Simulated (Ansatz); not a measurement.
# What (BP)2(AlN)2 [001] superlattice, zinc blende distorts into, part 2 of 3

Wanted: the energy along a soft mode of (BP)2(AlN)2 [001] superlattice, zinc blende and the structure at the end.

Ansatz 0.2.0; DFT LDA, scalar-relativistic, plane waves, PAW.

So far. Step 4 (The mode frozen in, largest atomic shift 0.04 Å): The run ends at a pressure of 0.12 GPa, with forces up to 0.038 eV/Å. Step 5 (Energy along the mode, all amplitudes (two of the runs …): The lowest step is at 0.04 Å, 0.031 meV/atom below the parent, and the energy rises beyond it.

The structure was built from a prototype and need not be the compound's stable phase.

## Step 6: Relaxation from the frozen mode

Starting from the lowest point found, all atoms and the cell are let go, so that strain and other modes of the same symmetry can join in.

input.yaml

```yaml
crystal:
  lattice:
    - [2.2381147998, 2.2381147998, 0.0]
    - [-2.1700482452, 2.1700482452, 0.0]
    - [0.0, 0.0, 9.0354674816]
  atoms:
    - { symbol: Al, position: [0.0, -0.0005583266, 0.5384568651] }
    - { symbol: Al, position: [0.5, 0.4976654803, 0.771045558] }
    - { symbol: B, position: [0.0, 0.0130339366, 0.9766086738] }
    - { symbol: B, position: [0.5, 0.5015822717, 0.2284562538] }
    - { symbol: "N", position: [0.5, -0.0026678473, 0.6498554086] }
    - { symbol: "N", position: [0.0, 0.492539392, 0.8848558858] }
    - { symbol: P, position: [0.5, 0.0013542557, 0.1018511609] }
    - { symbol: P, position: [0.0, 0.5006449043, 0.3488701939] }
kpoints:
  mp_grid: { grid: [12, 12, 4] }
hamiltonian:
  xc: lda
scf:
  occupations: { method: methfessel_paxton, width: 0.15 }
output:
  forces: true
  stress: true
  eigenvalues: true
  write_density: true
  write_potential: true
  elf: true
  volumetric_format: npy
relax:
  adjacent_minimum: "off"
  f_tol: 0.002
  max_steps: 120
  cell: { stress_tol: 0.03 }
```

Started as:

```sh
ansatz run input.yaml --threads 8 --pin off --max-ram 14336MiB --backend cpu --events-out ev --progress --plain --runs-dir out
```

Standard output:

```text
[...]
Crystal: 8 atoms, lattice volume = 87.767 Å³
Basis set: ecut = 420 eV, 1699 PW (Γ)
Bands: 24, of which v1, the nominal top of the filled ones, is band 16 counted from 1 (15 counted from 0)
Symmetry: 2 space group operations
[...]
k-points: 182 of 576 (time reversal used)
[...]
SCF iter   1: F=—  HF=-3530.429088 eV  |F-HF|=—  |Δ(HF+E_count)|=         —  Δρ=8.92e-3  dr2=1.13e-1  ethr=1.77e-3  ⟨swp⟩=7.0  Hψ=26502  notcnv=0
[...]
SCF iter   9: F=-3530.402579 eV  HF=-3530.402579 eV  |F-HF|=2.30e-8  |Δ(HF+E_count)|=   8.22e-8  S|Δr|=    0.00e0  Δρ=2.68e-6  dr2=2.78e-8  ethr=3.13e-10  ⟨swp⟩=14.8  Hψ=30964  notcnv=0
SCF 1 converged in 9 iterations: F = -3530.402579 eV  dr2 = 2.78e-8
[...]
relax step   1: F+E_penalty+E_count = -3530.40257869 eV  Δ(F+E_penalty+E_count) = +0.000e0 eV  max|allowed force component| = 3.827e-2 eV/Å  Δτ_max = 0.0000 Å  P = +0.117 GPa  Ω = 87.767 Å³  (9 SCF iters, dr2 threshold 1.00e-7 eV, accepted)
Crystal: 8 atoms, lattice volume = 87.817 Å³
[...]
iter 1 solved again at ethr=1.95e-7 eV; its pass at ethr=3.10e-3 eV (dr2=6.23e-5 eV) is discarded
[...]
SCF iter   5: F=-3530.402864 eV  HF=-3530.402864 eV  |F-HF|=1.75e-7  |Δ(HF+E_count)|=   2.14e-7  S|Δr|=    0.00e0  Δρ=6.18e-6  dr2=1.89e-7  ethr=2.50e-9  ⟨swp⟩=8.7  Hψ=24256  notcnv=0
SCF 2 converged in 5 iterations: F = -3530.402864 eV  dr2 = 1.89e-7
relax step   2: F+E_penalty+E_count = -3530.40286377 eV  Δ(F+E_penalty+E_count) = -2.851e-4 eV  max|allowed force component| = 2.674e-2 eV/Å  Δτ_max = 0.0020 Å  P = +0.044 GPa  Ω = 87.817 Å³  energy of the carried Pulay correction = -1.258e-4 eV  (5 SCF iters, dr2 threshold 8.00e-7 eV, accepted)
Crystal: 8 atoms, lattice volume = 87.837 Å³
[...]
SCF iter   5: F=-3530.402892 eV  HF=-3530.402892 eV  |F-HF|=2.13e-8  |Δ(HF+E_count)|=   3.93e-8  S|Δr|=    0.00e0  Δρ=2.47e-6  dr2=2.43e-8  ethr=1.40e-10  ⟨swp⟩=8.0  Hψ=28441  notcnv=0
SCF 3 converged in 5 iterations: F = -3530.402892 eV  dr2 = 2.43e-8
relax step   3: F+E_penalty+E_count = -3530.40289168 eV  Δ(F+E_penalty+E_count) = -2.791e-5 eV  max|allowed force component| = 1.785e-2 eV/Å  Δτ_max = 0.0015 Å  P = +0.013 GPa  Ω = 87.837 Å³  energy of the carried Pulay correction = -1.745e-4 eV  (5 SCF iters, dr2 threshold 4.47e-8 eV, accepted)
[... from here on, the SCF cycles and remarks between the steps are left out ...]
relax step   4: F+E_penalty+E_count = -3530.40331726 eV  Δ(F+E_penalty+E_count) = -4.256e-4 eV  max|allowed force component| = 2.701e-2 eV/Å  Δτ_max = 0.0136 Å  P = -0.039 GPa  Ω = 87.925 Å³  energy of the carried Pulay correction = -3.951e-4 eV  (7 SCF iters, dr2 threshold 1.99e-8 eV, accepted)
relax step   5: F+E_penalty+E_count = -3530.40344315 eV  Δ(F+E_penalty+E_count) = -1.259e-4 eV  max|allowed force component| = 2.980e-2 eV/Å  Δτ_max = 0.0022 Å  P = -0.018 GPa  Ω = 87.924 Å³  energy of the carried Pulay correction = -3.931e-4 eV  (5 SCF iters, dr2 threshold 4.56e-8 eV, accepted)
relax step   6: F+E_penalty+E_count = -3530.40462472 eV  Δ(F+E_penalty+E_count) = -1.182e-3 eV  max|allowed force component| = 3.969e-2 eV/Å  Δτ_max = 0.0179 Å  P = +0.029 GPa  Ω = 88.009 Å³  energy of the carried Pulay correction = -6.059e-4 eV  (7 SCF iters, dr2 threshold 5.55e-8 eV, accepted)
relax step   7: F+E_penalty+E_count = -3530.40633210 eV  Δ(F+E_penalty+E_count) = -1.707e-3 eV  max|allowed force component| = 8.206e-2 eV/Å  Δτ_max = 0.0209 Å  P = +0.164 GPa  Ω = 88.093 Å³  energy of the carried Pulay correction = -8.150e-4 eV  (7 SCF iters, dr2 threshold 1.10e-7 eV, accepted)
relax step   8: F+E_penalty+E_count = -3530.42152493 eV  Δ(F+E_penalty+E_count) = -1.519e-2 eV  max|allowed force component| = 1.044e0 eV/Å  Δτ_max = 0.1953 Å  P = +3.319 GPa  Ω = 89.100 Å³  energy of the carried Pulay correction = -3.312e-3 eV  (8 SCF iters, dr2 threshold 4.21e-7 eV, accepted)
relax step   9: F+E_penalty+E_count = -3530.42436987 eV  Δ(F+E_penalty+E_count) = -2.845e-3 eV  max|allowed force component| = 2.629e-1 eV/Å  Δτ_max = 0.1096 Å  P = +0.554 GPa  Ω = 88.803 Å³  energy of the carried Pulay correction = -2.580e-3 eV  (8 SCF iters, dr2 threshold 8.00e-7 eV, accepted)
relax step  10: F+E_penalty+E_count = -3530.54455476 eV  Δ(F+E_penalty+E_count) = -1.202e-1 eV  max|allowed force component| = 5.324e-1 eV/Å  Δτ_max = 0.2000 Å  P = +1.536 GPa  Ω = 91.402 Å³  energy of the carried Pulay correction = -8.921e-3 eV  (8 SCF iters, dr2 threshold 8.00e-7 eV, accepted)
relax step  11: F+E_penalty+E_count = -3530.55614346 eV  Δ(F+E_penalty+E_count) = -1.159e-2 eV  max|allowed force component| = 5.207e-1 eV/Å  Δτ_max = 0.1430 Å  P = -0.767 GPa  Ω = 95.117 Å³  energy of the carried Pulay correction = -1.767e-2 eV  (7 SCF iters, dr2 threshold 8.00e-7 eV, accepted)
relax step  12: F+E_penalty+E_count = -3530.57681822 eV  Δ(F+E_penalty+E_count) = -2.067e-2 eV  max|allowed force component| = 6.691e-1 eV/Å  Δτ_max = 0.2000 Å  P = +0.571 GPa  Ω = 95.013 Å³  energy of the carried Pulay correction = -1.743e-2 eV  (8 SCF iters, dr2 threshold 8.00e-7 eV, accepted)
relax step  13: F+E_penalty+E_count = -3530.56743647 eV  Δ(F+E_penalty+E_count) = +9.382e-3 eV  max|allowed force component| = 2.051e0 eV/Å  Δτ_max = 0.1249 Å  P = +2.867 GPa  Ω = 94.646 Å³  energy of the carried Pulay correction = -1.658e-2 eV  (8 SCF iters, dr2 threshold 8.00e-7 eV, rejected (line search))
relax step  14: F+E_penalty+E_count = -3530.65264825 eV  Δ(F+E_penalty+E_count) = -7.583e-2 eV  max|allowed force component| = 1.852e-1 eV/Å  Δτ_max = 0.0625 Å  P = +0.167 GPa  Ω = 95.502 Å³  energy of the carried Pulay correction = -1.856e-2 eV  (13 SCF iters, accepted)
relax step  15: F+E_penalty+E_count = -3530.65836175 eV  Δ(F+E_penalty+E_count) = -5.714e-3 eV  max|allowed force component| = 2.938e-2 eV/Å  Δτ_max = 0.0192 Å  P = +0.050 GPa  Ω = 95.707 Å³  energy of the carried Pulay correction = -1.903e-2 eV  (5 SCF iters, dr2 threshold 8.00e-7 eV, accepted)
relax step  16: F+E_penalty+E_count = -3530.65844031 eV  Δ(F+E_penalty+E_count) = -7.856e-5 eV  max|allowed force component| = 1.086e-2 eV/Å  Δτ_max = 0.0037 Å  P = -0.001 GPa  Ω = 95.734 Å³  energy of the carried Pulay correction = -1.909e-2 eV  (5 SCF iters, dr2 threshold 5.39e-8 eV, accepted)
[...]
relax step  27: F+E_penalty+E_count = -3530.70882204 eV  Δ(F+E_penalty+E_count) = -1.157e-5 eV  max|allowed force component| = 7.055e-4 eV/Å  Δτ_max = 0.0008 Å  P = +0.001 GPa  Ω = 97.354 Å³  energy of the carried Pulay correction = -3.572e-3 eV  (7 SCF iters, accepted)
relax step  28: F+E_penalty+E_count = -3530.71438473 eV  Δ(F+E_penalty+E_count) = -5.563e-3 eV  max|allowed force component| = 2.278e-3 eV/Å  Δτ_max = 0.0000 Å  P = +0.081 GPa  Ω = 97.354 Å³  stress off target by 2.15e-1 GPa  SCF on the basis re-selected at this cell (its energy is not comparable with the rows above)  (6 SCF iters)
relax step  29: F+E_penalty+E_count = -3530.71460720 eV  Δ(F+E_penalty+E_count) = -2.225e-4 eV  max|allowed force component| = 3.918e-3 eV/Å  Δτ_max = 0.0284 Å  P = +0.025 GPa  Ω = 97.534 Å³  energy of the carried Pulay correction = -3.912e-4 eV  (8 SCF iters, dr2 threshold 1.15e-7 eV, accepted)
relax step  30: F+E_penalty+E_count = -3530.71400896 eV  Δ(F+E_penalty+E_count) = +5.982e-4 eV  max|allowed force component| = 1.723e-1 eV/Å  Δτ_max = 0.0420 Å  P = -0.172 GPa  Ω = 97.758 Å³  energy of the carried Pulay correction = -8.834e-4 eV  (8 SCF iters, dr2 threshold 1.02e-8 eV, rejected (line search))
relax step  31: F+E_penalty+E_count = -3530.71458855 eV  Δ(F+E_penalty+E_count) = +1.866e-5 eV  max|allowed force component| = 1.724e-2 eV/Å  Δτ_max = 0.0205 Å  P = -0.003 GPa  Ω = 97.641 Å³  energy of the carried Pulay correction = -6.276e-4 eV  (9 SCF iters, accepted)
relax step  32: F+E_penalty+E_count = -3530.71443334 eV  Δ(F+E_penalty+E_count) = +1.552e-4 eV  max|allowed force component| = 6.193e-2 eV/Å  Δτ_max = 0.0258 Å  P = -0.059 GPa  Ω = 97.728 Å³  energy of the carried Pulay correction = -8.195e-4 eV  (7 SCF iters, dr2 threshold 1.86e-8 eV, accepted)
relax step  33: F+E_penalty+E_count = -3530.71458180 eV  Δ(F+E_penalty+E_count) = -1.485e-4 eV  max|allowed force component| = 3.838e-3 eV/Å  Δτ_max = 0.0089 Å  P = +0.014 GPa  Ω = 97.682 Å³  energy of the carried Pulay correction = -7.196e-4 eV  (5 SCF iters, dr2 threshold 2.40e-7 eV, accepted)
relax step  34: F+E_penalty+E_count = -3530.71454738 eV  Δ(F+E_penalty+E_count) = +3.442e-5 eV  max|allowed force component| = 8.566e-3 eV/Å  Δτ_max = 0.0031 Å  P = -0.003 GPa  Ω = 97.695 Å³  energy of the carried Pulay correction = -7.493e-4 eV  (6 SCF iters, dr2 threshold 2.85e-9 eV, rejected (line search))
relax step  35: F+E_penalty+E_count = -3530.71457091 eV  Δ(F+E_penalty+E_count) = +1.089e-5 eV  max|allowed force component| = 1.574e-3 eV/Å  Δτ_max = 0.0016 Å  P = +0.006 GPa  Ω = 97.689 Å³  energy of the carried Pulay correction = -7.364e-4 eV  (8 SCF iters, accepted)
relax step  36: F+E_penalty+E_count = -3530.71453093 eV  Δ(F+E_penalty+E_count) = +3.998e-5 eV  max|allowed force component| = 6.138e-3 eV/Å  Δτ_max = 0.0052 Å  P = -0.008 GPa  Ω = 97.709 Å³  energy of the carried Pulay correction = -7.802e-4 eV  (8 SCF iters, accepted)
relax step  37: F+E_penalty+E_count = -3530.71453649 eV  Δ(F+E_penalty+E_count) = -5.560e-6 eV  max|allowed force component| = 1.999e-3 eV/Å  Δτ_max = 0.0004 Å  P = -0.003 GPa  Ω = 97.707 Å³  energy of the carried Pulay correction = -7.753e-4 eV  (4 SCF iters, dr2 threshold 2.35e-9 eV, accepted)
relax step  38: F+E_penalty+E_count = -3530.71570926 eV  Δ(F+E_penalty+E_count) = -1.173e-3 eV  max|allowed force component| = 2.379e-3 eV/Å  Δτ_max = 0.0000 Å  P = +0.005 GPa  Ω = 97.707 Å³  stress off target by 5.60e-2 GPa  SCF on the basis re-selected at this cell (its energy is not comparable with the rows above)  (5 SCF iters)
relax step  39: F+E_penalty+E_count = -3530.71574098 eV  Δ(F+E_penalty+E_count) = -3.172e-5 eV  max|allowed force component| = 9.704e-4 eV/Å  Δτ_max = 0.0130 Å  P = +0.002 GPa  Ω = 97.743 Å³  energy of the carried Pulay correction = -7.654e-5 eV  (6 SCF iters, dr2 threshold 7.83e-9 eV, accepted)
relax step  40: F+E_penalty+E_count = -3530.71567216 eV  Δ(F+E_penalty+E_count) = +6.882e-5 eV  max|allowed force component| = 4.007e-2 eV/Å  Δτ_max = 0.0209 Å  P = -0.049 GPa  Ω = 97.796 Å³  energy of the carried Pulay correction = -1.874e-4 eV  (9 SCF iters, accepted)
relax step  41: F+E_penalty+E_count = -3530.71572463 eV  Δ(F+E_penalty+E_count) = -5.247e-5 eV  max|allowed force component| = 2.085e-2 eV/Å  Δτ_max = 0.0014 Å  P = +0.022 GPa  Ω = 97.775 Å³  energy of the carried Pulay correction = -1.447e-4 eV  (5 SCF iters, dr2 threshold 1.00e-7 eV, accepted)
relax step  42: F+E_penalty+E_count = -3530.71572451 eV  Δ(F+E_penalty+E_count) = +1.155e-7 eV  max|allowed force component| = 4.004e-4 eV/Å  Δτ_max = 0.0008 Å  P = +0.000 GPa  Ω = 97.782 Å³  energy of the carried Pulay correction = -1.587e-4 eV  (4 SCF iters, dr2 threshold 2.72e-8 eV, accepted)
[...]
SCF iter   6: F=-3530.715995 eV  HF=-3530.715995 eV  |F-HF|=8.19e-12  |Δ(HF+E_count)|=    0.00e0  S|Δr|=    0.00e0  Δρ=1.01e-7  dr2=1.25e-11  ethr=1.00e-12  ⟨swp⟩=9.1  Hψ=23889  notcnv=0
SCF 43 converged in 6 iterations: F = -3530.715995 eV  dr2 = 1.25e-11
relax step  43: F+E_penalty+E_count = -3530.71599476 eV  Δ(F+E_penalty+E_count) = -2.702e-4 eV  max|allowed force component| = 4.201e-4 eV/Å  Δτ_max = 0.0000 Å  P = +0.002 GPa  Ω = 97.782 Å³  stress off target by 2.60e-2 GPa  SCF on the basis re-selected at this cell (its energy is not comparable with the rows above)  (6 SCF iters)
[...]
SCF converged after 6 iterations
[...]
Free energy (F): -3530.715995 eV
[...]
Internal energy: -3530.716964 eV  (E = F + TS)
E sigma→0 (E₀):  -3530.716237 eV
Entropy (-TS):   0.000969 eV (0.121 meV/atom)
Fermi energy:    8.281031 eV
[...]
--- Forces (eV/Å), atoms counted from 1 ---
  atom   1  Al    -0.00006329     0.00006329     0.00017867
  atom   2  Al     0.00022040    -0.00022040    -0.00018320
  atom   3  B      0.00008164    -0.00008164    -0.00032804
  atom   4  B     -0.00005201     0.00005201     0.00001880
  atom   5  N      0.00005613    -0.00005613    -0.00041855
  atom   6  N     -0.00014764     0.00014764     0.00042104
  atom   7  P     -0.00001211     0.00001211     0.00009637
  atom   8  P     -0.00008164     0.00008164     0.00022267
  max |Σ_I F_I| component: 7.76e-6 eV/Å
--- Stress (GPa, compression-positive) ---
       -0.000626       0.001381      -0.016398
        0.001381      -0.000626       0.016398
       -0.016399       0.016399       0.006819
  P = ⅓ Tr σ = 0.0019 GPa (0.019 kbar)
--- Band table (eV; the first three rows and the last of 182) ---
  k-point 0: bands = [... 12 lower, 5.5386, 6.0859, 7.1625, 7.8266, 8.6403, 9.3685, 9.9826, 11.3264, ... 4 higher]
  k-point 1: bands = [... 12 lower, 5.4499, 5.8212, 7.1184, 7.9137, 8.6936, 9.3857, 10.0036, 11.2231, ... 4 higher]
  k-point 2: bands = [... 12 lower, 5.3518, 5.4756, 7.0732, 8.0001, 8.7311, 9.4204, 10.0232, 11.1169, ... 4 higher]
  k-point 181: bands = [... 12 lower, 3.5813, 3.6782, 4.2087, 4.4906, 8.4294, 9.6246, 10.1029, 10.4201, ... 4 higher]
--- Relaxed structure (39 steps of the walk, 34 accepted, 4 SCFs on fresh bases) ---
  F+E_penalty+E_count = -3530.71599476 eV   max|allowed force component| = 4.201e-4 eV/Å   (the final SCF, on the basis selected at the relaxed cell)
  cell:  # Å, volume = 97.7818 Å³
    - [2.243484, 2.243484, 0.0]
    - [-2.341194, 2.341194, 0.271265]
    - [-0.564734, 0.564734, 9.373676]
  atoms:
    - { symbol: Al, position: [0.0, -0.043658, 0.530579] }
    - { symbol: Al, position: [0.500000, 0.352453, 0.752043] }
    - { symbol: B, position: [0.0, 0.212694, 1.001253] }
    - { symbol: B, position: [0.5, 0.591732, 0.241427] }
    - { symbol: N, position: [0.500000, -0.095584, 0.640282] }
    - { symbol: N, position: [0.0, 0.301520, 0.853873] }
    - { symbol: P, position: [0.500000, 0.147763, 0.120723] }
    - { symbol: P, position: [0.0, 0.536673, 0.359821] }
```

Elapsed: 3.8 min, on 8 threads of Arm Neoverse V2, shared host; peak memory 0.75 GiB; 29 min of CPU time.

The steps of the relaxation (22 of 43):

```
step  energy less that of the first step (eV)  largest force component (eV/Å)  pressure (GPa)  volume (Å³)
   1                                   0.0000                          0.0383            0.12        87.77
   3                                  -0.0003                          0.0178            0.01        87.84
   5                                  -0.0009                          0.0298           -0.02        87.92
   7                                  -0.0038                          0.0821            0.16        88.09
   9                                  -0.0218                          0.2629            0.55        88.80
  11                                  -0.1536                          0.5207           -0.77        95.12
  13                                  -0.1649                          2.0508            2.87        94.65
  15                                  -0.2558                          0.0294            0.05        95.71
  17                                  -0.2559                          0.0031            0.00        95.72
 19*                                  -0.3019                          0.0062            0.55        95.73
  21                                  -0.3062                          0.0258           -0.09        97.23
  23                                  -0.3061                          0.0828           -0.08        97.38
  25                                  -0.3062                          0.0106            0.00        97.36
  27                                  -0.3062                          0.0007            0.00        97.35
  29                                  -0.3120                          0.0039            0.02        97.53
  31                                  -0.3120                          0.0172            0.00        97.64
  33                                  -0.3120                          0.0038            0.01        97.68
  35                                  -0.3120                          0.0016            0.01        97.69
  37                                  -0.3120                          0.0020            0.00        97.71
  39                                  -0.3132                          0.0010            0.00        97.74
  41                                  -0.3131                          0.0209            0.02        97.78
 43*                                  -0.3134                          0.0004            0.00        97.78
```

Relaxation steps marked * repeat the geometry before them on a plane-wave basis chosen anew for their cell, so energy and pressure can jump there. Other such steps can lie between the rows shown. Relaxation steps 13, 23, 26, 30, 34 were tried and not accepted.

Forces are held to the 2 operations that the program found; a distortion that breaks them can't arise in this run.

```
     cell as run  before  after   change
           a (Å)   3.165  3.173   +0.2 %
           b (Å)   3.069  3.322   +8.2 %
           c (Å)   9.035  9.408   +4.1 %
           α (°)   90.00  80.45  -10.6 %
volume (Å³/atom)   10.97  12.22  +11.4 %
```

The atoms that moved most (Å, as changes of fractional coordinates times the final cell):

| atom | dx | dy | dz | length |
| --- | --- | --- | --- | --- |
| N6 | 0.465 | -0.465 | -0.342 | 0.741 |
| B3 | -0.481 | 0.481 | 0.285 | 0.738 |
| P7 | -0.353 | 0.353 | 0.217 | 0.545 |
| Al2 | 0.351 | -0.351 | -0.218 | 0.542 |
| B4 | -0.218 | 0.218 | 0.146 | 0.342 |
| N5 | 0.223 | -0.223 | -0.115 | 0.336 |
| Al1 | 0.105 | -0.105 | -0.086 | 0.172 |
| P8 | -0.091 | 0.091 | 0.112 | 0.170 |

Numbers from this step:

```yaml
pressure: 0.001856 GPa
volume_per_atom: 12.22 Å³
gap_on_the_k_mesh: 0.1558 eV
```

ELF in the bc plane at fractional x = 0.000, with atoms of Al and B and N and P within 0.2 Å of it. It is the smooth field of the valence electrons, not physical close to the nuclei.

Ten even steps from '0' (0.01) to '9' (0.95), each cell a mean:
```
55433456653100134
78999999875200036
78875457876410025
67763015777410003
36788778876410001
02467787753100000
00012333311000000
00000000000000111
11110000000111111
00111111111110000
00013443344320000
00158877778875100
02799999889999841
45899998668999986
44689984001589986
22368872000048875
10125665433456653
00001245566655421
00000011233322100
00000000000000000
12222110000000001
45555432100000013
44443444310000124
31000013331000123
```
Columns run along b (3.3 Å), rows up along c (9.4 Å). Atoms in or near the plane, at fractional coordinates: Al at (0.96, 0.53), B at (0.21, 0.00), N at (0.30, 0.85), P at (0.54, 0.36).

Valence density in the bc plane at fractional x = 0.000, with atoms of Al and B and N and P within 0.2 Å of it. It is the smooth field of the valence electrons, not physical close to the nuclei.

Ten steps, logarithmic in the rise over the least value, from '0' (0.0 e/Å³) to '9' (3.7 e/Å³), each cell a mean:
```
45666665432100123
46788887643100123
46799998754210013
45799999864310012
34678998764310001
12345666543210000
11122333322111111
21111111111112222
32221100111222333
22222111112222222
11233322222332111
11234444444443211
33455555555555443
44456666666666554
33455666434666554
32345665422566543
21223456655665433
11112334555554322
11111122333333221
12221111111111111
33333321100000112
44555443210000123
45666554320000123
45554554321000123
```
Columns run along b (3.3 Å), rows up along c (9.4 Å). Atoms in or near the plane, at fractional coordinates: Al at (0.96, 0.53), B at (0.21, 0.00), N at (0.30, 0.85), P at (0.54, 0.36).

(Part 2 of 3 ends here.)

[Long decimals in the printed logs are rounded to 6 places.]

[Logs are printed without paths, hosts, clocks, repeated set-up lines and the standing remarks that a program may print on its own settings, such as how far it seeks lower states.]

[Hosts, paths, dates, database ids (printed as entryN), source tags and the programs' standing remarks are cut or masked in the printed files.]

[Where the starting crystal was built by hand or by swapping elements, it need not be the compound's stable phase.]
